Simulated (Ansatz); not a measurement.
# Se on Al(111): change of the work function, part 2 of 3

Aim: the work function of Al(111) at several coverages of Se (fcc site), and the dipole that each adsorbate carries.

Ansatz 0.2.0; plane-wave DFT, PBE, Ansatz PAW.

So far, work function, upper face (eV): step 2 (the clean slab) 4.02; step 3 (37 atoms, coverage 0.111 ML, cell 3x3) 4.20.

### Step 4. Adsorbate added, k-mesh 6×6×1, coverage 0.25 ML

System of this step: Se/Al(111). The cell holds 17 atoms: 16 Al and 1 Se. Its edges and angles: a = 5.728 Å, b = 5.728 Å, c = 26.809 Å, α = 90.0°, β = 90.0°, γ = 60.0°. Vacuum lies along c.

Another coverage, to see how the dipoles act on each other as their distance changes.

input.yaml reads:

```yaml
crystal:
  lattice:
    - [5.7275649276, 0.0, 0.0]
    - [2.8637824638, 4.9602167292, 0.0]
    - [0.0, 0.0, 26.8090152073]
  atoms:
    - { symbol: Al, position: [0.0, 0.0, 0.3357079673] }
    - { symbol: Al, position: [0.1666666667, 0.1666666667, 0.4229274556] }
    - { symbol: Al, position: [0.3333333333, 0.3333333333, 0.5081857574] }
    - { symbol: Al, position: [0.0, 0.0, 0.5952293325] }
    - { symbol: Al, position: [0.0, 0.5, 0.3357079673] }
    - { symbol: Al, position: [0.1666666667, 0.6666666667, 0.4229274556] }
    - { symbol: Al, position: [0.3333333333, 0.8333333333, 0.5081857574] }
    - { symbol: Al, position: [0.0, 0.5, 0.5952293325] }
    - { symbol: Al, position: [0.5, 0.0, 0.3357079673] }
    - { symbol: Al, position: [0.6666666667, 0.1666666667, 0.4229274556] }
    - { symbol: Al, position: [0.8333333333, 0.3333333333, 0.5081857574] }
    - { symbol: Al, position: [0.5, 0.0, 0.5952293325] }
    - { symbol: Al, position: [0.5, 0.5, 0.3357079673] }
    - { symbol: Al, position: [0.6666666667, 0.6666666667, 0.4229274556] }
    - { symbol: Al, position: [0.8333333333, 0.8333333333, 0.5081857574] }
    - { symbol: Al, position: [0.5, 0.5, 0.5952293325] }
    - { symbol: Se, position: [0.1666666667, 0.1666666667, 0.6642920327] }
kpoints:
  mp_grid: { grid: [6, 6, 1] }
hamiltonian:
  xc: pbe
scf:
  occupations: { method: fermi_dirac, width: 0.1 }
  convergence: { dr2_threshold: 1.0e-08 }
efield:
  axis: 3
  dipole_correction: true
  ramp_position: 0.97
  ramp_width: 0.06
relax:
  f_tol: 0.02
  max_steps: 60
  constraints: [{ sites: [0, 1, 4, 5, 8, 9, 12, 13] }]
output:
  dos: { projected: true, e_range: [-8, 4] }
  write_potential: true
  write_density: true
  volumetric_format: npy
  elf: true
```

Started as:

```console
$ ansatz run input.yaml --threads 2 --pin off --max-ram 4096MiB --backend cpu --events-out ev --progress --plain --runs-dir out
```

Elapsed: 47 s, on 2 threads of Arm Neoverse V1, shared host; peak memory 0.96 GiB.

Relaxation path:

```
step  energy less that of the first step (eV)  largest force component (eV/Å)
   1                                   0.0000                          0.6393
   2                                  -0.1254                          0.2061
   3                                  -0.1334                          0.0330
   4                                  -0.1335                          0.0045
```

The run keeps the 6 symmetry operations that it works with, so distortions that break them were not tested.

The atoms that moved most (Å):

```
atom      dx      dy      dz  length
Al16   0.000   0.000  -0.118   0.118
 Al4  -0.068  -0.039   0.037   0.087
Al12   0.068  -0.039   0.037   0.087
 Al8   0.000   0.078   0.037   0.087
Al15   0.000   0.000  -0.079   0.079
 Al3  -0.020  -0.012   0.040   0.046
Al11   0.020  -0.012   0.040   0.046
 Al7   0.000   0.024   0.040   0.046
```

The relaxed structure:

```xyz
17
Lattice="5.7276 0.0000 0.0000 2.8638 4.9602 0.0000 0.0000 0.0000 26.8090" Properties=species:S:1:pos:R:3
Al    0.0000    0.0000    9.0000
Al    1.4319    0.8267   11.3383
Al    2.8434    1.6416   13.6635
Al   -0.0679   -0.0392   15.9949
Al    1.4319    2.4801    9.0000
Al    2.8638    3.3068   11.3383
Al    4.2957    4.1571   13.6635
Al    1.4319    2.5585   15.9949
Al    2.8638    0.0000    9.0000
Al    4.2957    0.8267   11.3383
Al    5.7480    1.6416   13.6635
Al    2.9317   -0.0392   15.9949
Al    4.2957    2.4801    9.0000
Al    5.7276    3.3068   11.3383
Al    7.1595    4.1335   13.5451
Al    4.2957    2.4801   15.8393
Se    1.4319    0.8267   17.7968
```

Numbers from this step:

| Quantity | Value |
| --- | --- |
| energy at zero smearing | -14067.8185 eV |
| work function, upper face | 4.406 eV |
| dipole along the normal | -0.05919 e·Å |
| step between the vacuum levels | 0.3770 eV |

The density of states has structure finer than the step of the table below, so its rows give means over 0.25 eV, whole bins alone (the curve runs from -8 to 1.98 eV). Peaks (eV: height): -4.930: 24.6, -3.700: 16.8, -3.160: 15.1, -3.070: 19.9, -2.860: 52.8, -2.740: 16.0, 1.350: 15.3.

Density of states against energy, zero at the Fermi level; means over each step:

energy (eV), density of states (states/eV a cell) and a bar from the least value:
```
    -7.75        5.6 #########
    -7.50        4.2 #####
    -7.25        3.3 #
    -7.00        2.9 
    -6.75        3.2 #
    -6.50        5.9 ###########
    -6.25        5.0 ########
    -6.00        4.2 ####
    -5.75        3.2 #
    -5.50        4.8 #######
    -5.25        6.2 ############
    -5.00        9.4 #######################
    -4.75        4.8 #######
    -4.50        3.4 ##
    -4.25        6.6 #############
    -4.00        7.2 ###############
    -3.75        6.1 ###########
    -3.50        5.2 ########
    -3.25        6.6 #############
    -3.00        9.3 #######################
    -2.75       11.4 ##############################
    -2.50        4.9 #######
    -2.25        7.6 #################
    -2.00        8.0 ##################
    -1.75        5.5 #########
    -1.50        5.1 ########
    -1.25        6.5 #############
    -1.00        7.2 ###############
    -0.75        7.2 ###############
    -0.50        5.9 ###########
    -0.25        7.6 #################
     0.00        6.9 ##############
     0.25        7.2 ###############
     0.50        7.2 ###############
     0.75        6.3 ############
     1.00        8.1 ##################
     1.25        9.1 ######################
     1.50        7.0 ##############
     1.75        5.6 #########
```

Projected DOS per atom over height of the atomic layer and energy from the Fermi level. Layers: Al4 Al4 Al4 Al4 Se from below.

Values in states/eV, 22 rows by 5 columns, each cell a mean:
```
0.38 0.35 0.31 0.35 0.19
0.50 0.48 0.48 0.42 0.31
0.47 0.38 0.38 0.40 0.23
0.52 0.38 0.37 0.42 0.30
0.50 0.39 0.38 0.36 0.28
0.43 0.36 0.33 0.34 0.25
0.47 0.44 0.44 0.38 0.45
0.36 0.28 0.33 0.29 0.42
0.44 0.34 0.34 0.42 0.67
0.36 0.33 0.34 0.36 0.77
0.45 0.49 0.48 0.36 1.04
0.36 0.27 0.32 0.28 1.24
0.37 0.33 0.25 0.31 1.03
0.35 0.34 0.36 0.38 1.46
0.20 0.26 0.30 0.23 0.52
0.44 0.37 0.34 0.48 0.93
0.29 0.24 0.23 0.30 0.45
0.23 0.25 0.26 0.25 0.24
0.27 0.34 0.33 0.31 0.19
0.17 0.19 0.18 0.18 0.11
0.19 0.24 0.24 0.19 0.10
0.26 0.31 0.31 0.27 0.12
```
Columns: height of the atomic layer (Å) from 9 to 17.8 (not evenly spaced); rows upwards: energy from the Fermi level (eV) from -7.96 to 1.95.

Valence density in the ca plane at fractional y = 0.167, with atoms of Al and Se within 0.2 Å of it. It is the smooth field of the valence electrons, not physical close to the nuclei.

Values in e/Å³, 8 rows by 16 columns, each cell a mean:
```
 0  0  0  0  0  0  0  0  0  0  0  0  0  0  0  0
 0  0  0  0  0  0  0  0  0  0  0  0  0  0  0  0
 0  0  0  0  0  0  0  0  0  0  0  0  0  0  0  0
 0  0  0  0  0  0  0  0  0  0  0  0  0  0  0  0
 0  0  0  0  0  0  0  0  0  0  0  0  0  0  0  0
 0  0  0  0  0  0  0  0  1  2  0  0  0  0  0  0
 0  0  0  0  0  0  0  0  7 13  0  0  0  0  0  0
 0  0  0  0  0  0  0  0  1  2  0  0  0  0  0  0
```
Columns run along c (16.0 Å, from fractional 0.33 to 0.93 of the cell), rows up along a (5.7 Å). Atoms in or near the plane, at fractional coordinates: Al at (0.42, 0.17), Al at (0.42, 0.67), Se at (0.66, 0.17).

ELF in the ca plane at fractional y = 0.167, with atoms of Al and Se within 0.2 Å of it. It is the smooth field of the valence electrons, not physical close to the nuclei.

Ten even steps from '0' (0.00) to '9' (0.85), each cell a mean:
```
76555677655655677775456788876310000000000000
76555667655665677776544445443100000000000000
87666665666676655567764211110000000000000000
77667511267776543358886310000000000000000000
66567312057766532247886310000000000000000000
76667401157766532357886310000000000000000000
87666643466677654468875210000000000000000000
86656666666666666677654322221100000000000000
76555666655655677776455667664210000000000000
87655676666666666665467889987421000000000000
87666643466777655544468888998631000000000000
76666401157776543333467744899741000000000000
76566312047776543222467623899742000000000000
77666511257777654433468867999741000000000000
87656765666676666654468899998531000000000000
```
Columns run along c (16.0 Å, from fractional 0.33 to 0.93 of the cell), rows up along a (5.7 Å). Atoms in or near the plane, at fractional coordinates: Al at (0.42, 0.17), Al at (0.42, 0.67), Se at (0.66, 0.17).

Electrostatic potential energy in the ca plane at fractional y = 0.167, with atoms of Al and Se within 0.2 Å of it. With pseudopotentials it is smooth inside the atoms' cores, unlike the true potential.

Ten even steps from '0' (-17 eV) to '9' (5 eV), each cell a mean:
```
12478776788631157752246777899999999999999999
12478776788631257752247899999999999999999999
44677521367754467764467899999999999999999999
77776101026777788877778999999999999999999999
88875035206888888888889999999999999999999999
77875023116887888887788999999999999999999999
66776300147766678876568999999999999999999999
33577754577642357753357899999999999999999999
11478877788630147752246888999999999999999999
33577754577642357764356644689999999999999999
66776300147765678876665100158999999999999999
77875023116887788887772033028999999999999999
88875035206888889988872044117999999999999999
77776101026776788887773011048999999999999999
44677521367754467765566311379999999999999999
```
Columns run along c (16.0 Å, from fractional 0.33 to 0.93 of the cell; values clipped at the 3rd and 97th percentile), rows up along a (5.7 Å). Atoms in or near the plane, at fractional coordinates: Al at (0.42, 0.17), Al at (0.42, 0.67), Se at (0.66, 0.17).

The relaxation took 4 steps and lowered the energy by 0.13 eV; the largest force on the free atoms ends at 0.0045 eV/Å.

By hand: a sheet of dipoles makes a step −p/(ε₀A) in the electron's potential. With e/ε₀ = 180.95 V·Å, p = -0.05919 e·Å and A = 28.41 Å², that is −180.95 × (-0.05919) / 28.41 = +0.377 eV, and the two vacuum levels of the run differ by +0.377 eV.

The covered face has 4.41 eV, +0.39 eV against the clean one; the bare back face has moved by +0.01 eV, a measure of how thin the slab is.

### Step 5. The covered slab, k-mesh 6×6×1, coverage 0.5 ML

System of this step: Se/Al(111). The cell holds 18 atoms: 16 Al and 2 Se. Cell: a = 5.728 Å, b = 5.728 Å, c = 26.809 Å, α = 90.0°, β = 90.0°, γ = 60.0°. Vacuum lies along c.

Edit input.yaml of step 4 so:

```diff
@@ -23,2 +23,3 @@
     - { symbol: Se, position: [0.1666666667, 0.1666666667, 0.6642920327] }
+    - { symbol: Se, position: [0.6666666667, 0.1666666667, 0.6642920327] }
 kpoints:
```

The job ended after 2.2 min (2 threads; peak memory 1.2 GiB; 4.3 min of CPU time).

Step by step:

```
step  energy less that of the first step (eV)  largest force component (eV/Å)
   1                                   0.0000                          1.2399
   2                                  -0.3084                          0.2523
   3                                  -0.3425                          0.1254
   4                                  -0.3472                          0.0362
   5                                  -0.3474                          0.0174
```

The run keeps the 4 symmetry operations that it works with, so distortions that break them were not tested.

The atoms that moved most (Å):

```
atom     dx      dy      dz  length
Se18  0.000   0.211   0.096   0.232
Se17  0.000   0.211   0.096   0.232
 Al8  0.000   0.093  -0.033   0.099
Al16  0.000   0.093  -0.033   0.099
Al11  0.000   0.002   0.089   0.089
 Al3  0.000   0.002   0.089   0.089
 Al4  0.000  -0.054   0.017   0.057
Al12  0.000  -0.054   0.017   0.057
```

The relaxed structure:

```
Al Se
1.0
     5.72756    0.00000    0.00000
     2.86378    4.96022    0.00000
     0.00000    0.00000   26.80902
Al Se
16 2
Cartesian
  0.0000 0.0000 9.0000
  1.4319 0.8267 11.3383
  2.8638 1.6555 13.7125
  0.0000 -0.0541 15.9743
  1.4319 2.4801 9.0000
  2.8638 3.3068 11.3383
  4.2957 4.1693 13.5868
  1.4319 2.5733 15.9250
  2.8638 0.0000 9.0000
  4.2957 0.8267 11.3383
  5.7276 1.6555 13.7125
  2.8638 -0.0541 15.9743
  4.2957 2.4801 9.0000
  5.7276 3.3068 11.3383
  7.1595 4.1693 13.5868
  4.2957 2.5733 15.9250
  1.4319 1.0380 17.9047
  4.2957 1.0380 17.9047
```

The density of states has structure finer than the step of the table below, so its rows give means over 0.25 eV, whole bins alone (the curve runs from -8 to 1.98 eV). Peaks (eV: height): -4.330: 14.0, -3.790: 15.9, -3.040: 14.7, -1.020: 16.1, -0.180: 14.2, 0.630: 12.0, 1.890: 19.1.

The density of states by energy, zero at the Fermi level; means over each step:

```
energy (eV)  density of states (states/eV a cell)
      -7.75                                  5.25
      -7.50                                  4.14
      -7.25                                  3.40
      -7.00                                  3.33
      -6.75                                  5.24
      -6.50                                  4.48
      -6.25                                  5.72
      -6.00                                  5.23
      -5.75                                  4.80
      -5.50                                  5.89
      -5.25                                  6.37
      -5.00                                  6.62
      -4.75                                  6.24
      -4.50                                  6.61
      -4.25                                  7.06
      -4.00                                  5.61
      -3.75                                  7.62
      -3.50                                  6.85
      -3.25                                  7.42
      -3.00                                  10.4
      -2.75                                  7.64
      -2.50                                  9.04
      -2.25                                  4.96
      -2.00                                  6.73
      -1.75                                  6.58
      -1.50                                  6.98
      -1.25                                  6.26
      -1.00                                  8.19
      -0.75                                  7.73
      -0.50                                  6.62
      -0.25                                  8.64
       0.00                                  5.72
       0.25                                  5.70
       0.50                                  8.77
       0.75                                  8.64
       1.00                                  8.10
       1.25                                  9.04
       1.50                                  6.95
       1.75                                  8.26
```

The relaxation took 5 steps and lowered the energy by 0.35 eV; the largest force on the free atoms ends at 0.017 eV/Å.

The covered face has 4.42 eV, +0.40 eV against the clean one; the bare back face has moved by +0.05 eV, a measure of how thin the slab is.

### Step 6. Adsorbate added, k-mesh 12×12×1, coverage 1 ML

System of this step: Se/Al(111). The cell holds 5 atoms: 4 Al and 1 Se. Cell: a = 2.864 Å, b = 2.864 Å, c = 26.809 Å, α = 90.0°, β = 90.0°, γ = 60.0°. Vacuum lies along c.

input.yaml, the sections that differ from step 5:

```yaml
crystal:
  lattice:
    - [2.8637824638, 0.0, 0.0]
    - [1.4318912319, 2.4801083646, 0.0]
    - [0.0, 0.0, 26.8090152073]
  atoms:
    - { symbol: Al, position: [0.0, 0.0, 0.3357079673] }
    - { symbol: Al, position: [0.3333333333, 0.3333333333, 0.4229274556] }
    - { symbol: Al, position: [0.6666666667, 0.6666666667, 0.5081857574] }
    - { symbol: Al, position: [0.0, 0.0, 0.5952293325] }
    - { symbol: Se, position: [0.3333333333, 0.3333333333, 0.6642920327] }
kpoints:
  mp_grid: { grid: [12, 12, 1] }
relax:
  f_tol: 0.02
  max_steps: 60
  constraints: [{ sites: [0, 1] }]
output:
  write_potential: true
  write_density: true
  volumetric_format: npy
# hamiltonian, scf, efield: as in step 5
```

The job ended after 16 s (2 threads; peak memory 0.4 GiB; 31 s of CPU time).

(Part 2 of 3 ends here.)

[Logs are printed without paths, hosts, clocks, repeated set-up lines and the standing remarks that a program may print on its own settings, such as how far it seeks lower states.]

[Hosts, paths, dates, database ids (printed as entryN), source tags and the programs' standing remarks are cut or masked in the printed files.]

[Maps of the electrostatic potential energy from Ansatz leave out the sawtooth potential of an applied field or a dipole correction, so their vacuum need not be flat; planar profiles and work functions include it.]

[The density of states shown here was stored with 400 of the rows of the run's finer table, so its peaks can read low, often by over a quarter, or be missed, and its means over a window can be off by a tenth or more.]
